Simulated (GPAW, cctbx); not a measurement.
## Sc2AlPt3: deformation density and structure factors from DFT

Question: by how much does bonding change the X-ray structure factors of Sc2AlPt3, how firmly does DFT give the change, and what does a routine refinement make of it?

The start was made by putting kin elements into a known structure type; the compound need not exist, or be stable, in this form. All numbers below are calculated.

## Step 1: Find the equilibrium geometry

The density hangs on the geometry, so cell and atoms are relaxed first, with the symmetry held. The cutoff is set higher than for the density because stress converges slowly with plane waves.

Settings: GPAW 26.7.0, PBE, 570 eV, 5×5×5 k-points, Fermi–Dirac width 0.1 eV, BFGS to 0.03 eV/Å.

```text
cell
1.0
     2.641500000    1.525070736    4.064333333
    -2.641500000    1.525070736    4.064333333
     0.000000000   -3.050141472    4.064333333
Pt Sc Al
3 2 1
Direct
0.000000000 0.000000000 0.500000000
0.500000000 0.000000000 0.000000000
0.000000000 0.500000000 0.000000000
0.367733333 0.367733333 0.367733333
0.632266667 0.632266667 0.632266667
0.000000000 0.000000000 0.000000000
```

```console
$ OMP_NUM_THREADS=1 mpirun -n 4 gpaw python run.py > gpaw.log
```

```text
BFGS:    0      -38.875050        1.351884
BFGS:    1      -38.935757        1.163728
BFGS:    2      -39.111938        0.201131
BFGS:    3      -39.113903        0.221817
...
BFGS:    6      -39.120157        0.065968
BFGS:    7      -39.120962        0.040338
BFGS:    8      -39.121066        0.024679
cell  5.1209 5.1209 5.1209  64.03 64.03 64.03
volume 103.369 A^3, largest force 0.025 eV/A, largest stress 0.14 GPa
```

After 8 steps the volume has changed by +5.2 % and the energy by -0.246 eV; the largest stress left is 0.14 GPa. It took 3.2 min on 4 cores of Arm Neoverse V1 (shared host), peak memory 1.1 GiB.

Relaxed structure: R-3m (no. 166), a = 5.4292 Å, b = 5.4292 Å, c = 12.1483 Å, α = 90.00°, β = 90.00°, γ = 120.00°.

| atom | mult. | x | y | z |
| --- | --- | --- | --- | --- |
| Pt1 | 9 | 5/6 | 2/3 | 1/6 |
| Sc1 | 6 | 1/3 | 2/3 | 0.0391 |
| Al1 | 3 | 0 | 0 | 0 |

## Step 2: The all-electron density

X-rays see the whole electron density, so the PAW density is rebuilt with its core regions. Subtracting spherical free atoms from the same code cancels the cores and leaves the deformation density Δρ, the part due to bonding.

Settings: PBE, 450 eV, 5×5×5 k-points, Fermi–Dirac width 0.1 eV; primitive cell of 6 atoms.

```console
$ OMP_NUM_THREADS=1 mpirun -n 4 gpaw python run.py > gpaw.log
```

```text
|iter:   1|       0s |  -42.386484 | +0.89 |       |
|iter:   2|       2s |  -41.304963 | -0.10 | -1.05 |
|iter:   3|       3s |  -39.397215 | -0.39 | -1.14 |
...
|iter:  15|      21s |  -39.034267c| -6.91 | -6.44c|
|iter:  16|      22s |  -39.034267c| -7.24 | -6.68c|
|iter:  17|      23s |  -39.034267c| -7.71c| -7.22c|
```

```text
grid (54, 54, 54)  electrons 289.000  moved by bonding 1.594 e
deformation density beyond 0.5 A of the nuclei: max 0.062, min -0.343 e/A^3
atom        x       y       z   Voronoi charge  moment
Pt1    0.0000  0.0000  0.5000     -0.039       0.00
Pt2    0.5000  1.0000  0.0000     -0.039       0.00
Pt3    0.0000  0.5000  0.0000     -0.039       0.00
Sc4    0.3725  0.3725  0.3725      0.110       0.00
Sc5    0.6275  0.6275  0.6275      0.110       0.00
Al6    0.0000  0.0000  0.0000     -0.102       0.00
mean inner potential of superposed free atoms 25.953 V
total magnetic moment 0.000 muB
```

Deformation density in a plane through the shortest contact of the Pt atom at the origin, in 0.01 e/Å³ (clipped at ±99); x from -1.6 to 4.2 Å, y from 2.4 down to -2.4 Å:

```text
  .   . -15  -1   3   2  -1  -2  -1   1   3   0 -10   .   . -15
  .   . -17  -1   4   2   0  -1  -1   1   3   1 -10   .   . -24
 -4 -17  -8   3   5   4   2   1   0   1   3   4   1  -2 -13 -13
  2   1   5   5   2   3   3   3   2   1   1   3   5   4   1   3
  4   5   2  -9 -12  -3   0   4   3  -1  -4  -3   1   4   5   4
  2   5  -2 -21   . -17  -6   3   3  -3  -4   .  -4   0   5   0
  1   5   0   .   .   .  -5   4   4  -3   .   .   .  -1   5   2
  1   5  -2 -19   . -22  -7   3   4  -2  -4   .  -5  -1   5   1
  1   4   2  -2  -8 -12  -1   5   5   3  -1  -3  -3   0   3   3
  1   2   3   3   2   4   5   2   1   5   5   3   1   1   2   3
  1   0   1   3   5   4  -4 -16  -7  -1   2   4   3   1   0   1
  0  -1  -1   2   4   1  -9 -18   . -21  -4   3   3   0  -1  -1
  0  -2  -1   1   3   1  -8   .   .   .  -5   2   3   1  -1  -2
```

Atoms in or within 0.15 Å of the plane: Pt (0.0, 0.0), Pt (1.4, -2.3), Pt (-1.4, 2.3), Pt (3.7, 2.3), Al (2.6, 0.0) Å. Dots mark points within about 0.45 Å of a nucleus; large values next to them are atomic features.

Al gains most (-0.10 e) and Sc loses most (+0.11 e), which isn't the order of electronegativity: valence and coordination count too, and Voronoi cells cut space at the midplane whatever the atoms' sizes. Along the shortest contact from the Pt atom at the map's origin, Pt–Al at 2.56 Å, Δρ is +0.05 e/Å³ at the midpoint: little piles up between the atoms, as is usual in a metallic crystal, which this run finds. At the midpoints of other shortest contacts it is +0.06 (Pt–Pt, 2.71 Å), +0.04 (Pt–Sc, 2.95 Å), -0.05 (Sc–Sc, 3.10 Å) and 0.00 (Sc–Al, 3.17 Å) e/Å³. Point values carry grid noise of about 0.01 e/Å³. The run needed 17 iterations, 33 s.

## Step 3: Structure factors

The Fourier components of Δρ, added to those of the free atoms, give the static X-ray structure factors; the Mott–Bethe relation turns them into the Fourier components V of the potential that fast electrons feel.

```text
static structure factors of the conventional cell: F in electrons, V (Mott-Bethe) in volts
   h  k  l      d  |F| table  |F| free   |F| DFT   change   |V| free  |V| DFT  change %
   1  0  1  4.3849   177.488   177.253   177.361    0.108     2.297    2.266     -1.3
   0  0  3  4.0494   542.019   541.269   540.588   -0.682     6.902    7.067      2.4
   1  0 -2  3.7181   186.809   186.541   186.363   -0.178     2.549    2.585      1.4
   1  1  0  2.7146    80.850    80.874    81.247    0.373     1.293    1.334      3.1
   1  0  4  2.5511   263.467   263.135   262.108   -1.026     5.542    5.640      1.8
   2  0 -1  2.3081   618.957   618.471   616.583   -1.888    10.409   10.557      1.4
   1  1  3  2.2548   284.572   284.324   283.481   -0.843     6.157    6.220      1.0
   2  0  2  2.1924   599.859   599.466   597.364   -2.102     9.770    9.919      1.5
   1  0 -5  2.1585   272.772   272.532   271.341   -1.191     5.660    5.742      1.4
   0  0  6  2.0247   596.507   596.008   592.791   -3.218     9.514    9.709      2.0
   2  0 -4  1.8590   493.534   493.002   491.234   -1.768     6.245    6.335      1.4
   2  1  1  1.7584   149.870   149.644   149.490   -0.154     1.631    1.638      0.4
   2  1 -2  1.7056   155.870   155.706   155.596   -0.110     1.862    1.867      0.3
   2  0  5  1.6895   457.603   457.019   456.139   -0.880     5.242    5.280      0.7
```

The largest X-ray change is -3.22 e on 006, 0.5 % of |F|. For electrons V goes as (Z − F)/g², so a change of F counts against Z − F, which is small at low angle and wherever the atoms' terms cancel: |V| of 110 moves by +3.1 % (1.29 to 1.33 V) against +0.5 % in |F|. The tabulated Hartree–Fock atoms differ from the free DFT atoms by up to 0.75 e, so the choice of reference atom matters too.

## Step 4: How cheap can the run be?

Cutoff and k-mesh: one is changed at a time, to find what the result needs.

```csv
run,ΔF 006 (e),ΔF 202 (e),ΔF 2 0 -1 (e),q(Al) (e),moved (e),time
450 eV 5×5×5,-3.218,-2.102,-1.888,-0.102,1.594,33 s
250 eV 5×5×5,-3.336,-2.205,-2.016,-0.102,1.736,13 s
350 eV 5×5×5,-3.233,-2.114,-1.905,-0.102,1.576,22 s
750 eV 5×5×5,-3.218,-2.101,-1.887,-0.101,1.611,60 s
450 eV 2×2×2,-3.657,-2.149,-1.799,-0.143,1.646,14 s
450 eV 3×3×3,-3.270,-2.141,-1.875,-0.114,1.609,17 s
```

Within 0.06 e of the base on all three: 450 eV 3×3×3, 350 eV 5×5×5 and 750 eV 5×5×5. The largest error, 0.439 e, comes with 450 eV 2×2×2. The run marked unsound (smearing far too wide) gave no density. Times are from shared hosts.

## Step 5: What a spherical-atom refinement makes of it

Routine crystallography fits spherical atoms. To see the bias, intensities are simulated from tabulated atoms plus the DFT change ΔF, so that bonding alone can misfit (6740 reflections of the full sphere, merged to the counts below, to 0.4 Å, 1 % proportional noise plus counting noise, assumed isotropic U as listed, Δρ smeared by the mean U) and refined with cctbx over different ranges.

| range | data | R1 | GooF | U Pt1 (true 0.0026) | U Sc1 (true 0.0043) | U Al1 (true 0.0049) | largest shift (Å) | Δρ max, min (e/Å³) |
| --- | --- | --- | --- | --- | --- | --- | --- | --- |
| all data | 660 | 0.0033 | 1.01 | 0.0026 | 0.0043 | 0.0050 | 0.0001 | 0.65, -0.76 |
| low resolution, d > 0.84 | 85 | 0.0027 | 1.13 | 0.0024 | 0.0042 | 0.0049 | 0.0001 | 0.19, -0.46 |
| high order, d < 0.75 | 546 | 0.0034 | 0.96 | 0.0026 | 0.0043 | 0.0049 | 0.0002 | 0.60, -0.54 |
| occupancies free, d > 0.7 | 139 | 0.0029 | 1.14 | 0.0025 | 0.0044 | 0.0049 | 0.0001 | 0.26, -0.46 |

With all data GooF is 1.01, so at this noise the bonding hardly shows; the top residual peak lies 1.71 Å from Pt and 1.71 Å from Pt. No U is off by more than 3 s.u. at low resolution. With Pt1 held at 1 and the scale free, the other occupancies refine to Sc1 1.002(0.003) and Al1 0.999(0.007), within three s.u. of full.

## Step 6: Answer

Bonding moves 1.59 e in the primitive cell of Sc2AlPt3 and changes the structure factors of the conventional cell in the table above by at most 3.22 e (006, 0.5 %). The shortest bond, Pt–Al, has Δρ = +0.05 e/Å³ at its midpoint, with no localised bond charge. Within 0.06 e of the base on all three: 450 eV 3×3×3, 350 eV 5×5×5 and 750 eV 5×5×5. The largest error, 0.439 e, comes with 450 eV 2×2×2. With all data GooF is 1.01, so at this noise the bonding hardly shows. Limits: static density, frozen cores, no spin–orbit coupling.

[Outputs are excerpts: Python notices, other lines and further rows are left out; steps that failed or that the build refused (PBEsol, TPSS) are not shown.]

[Logs are printed without paths, hosts, clocks, repeated set-up lines and the standing remarks that a program may print on its own settings, such as how far it seeks lower states.]
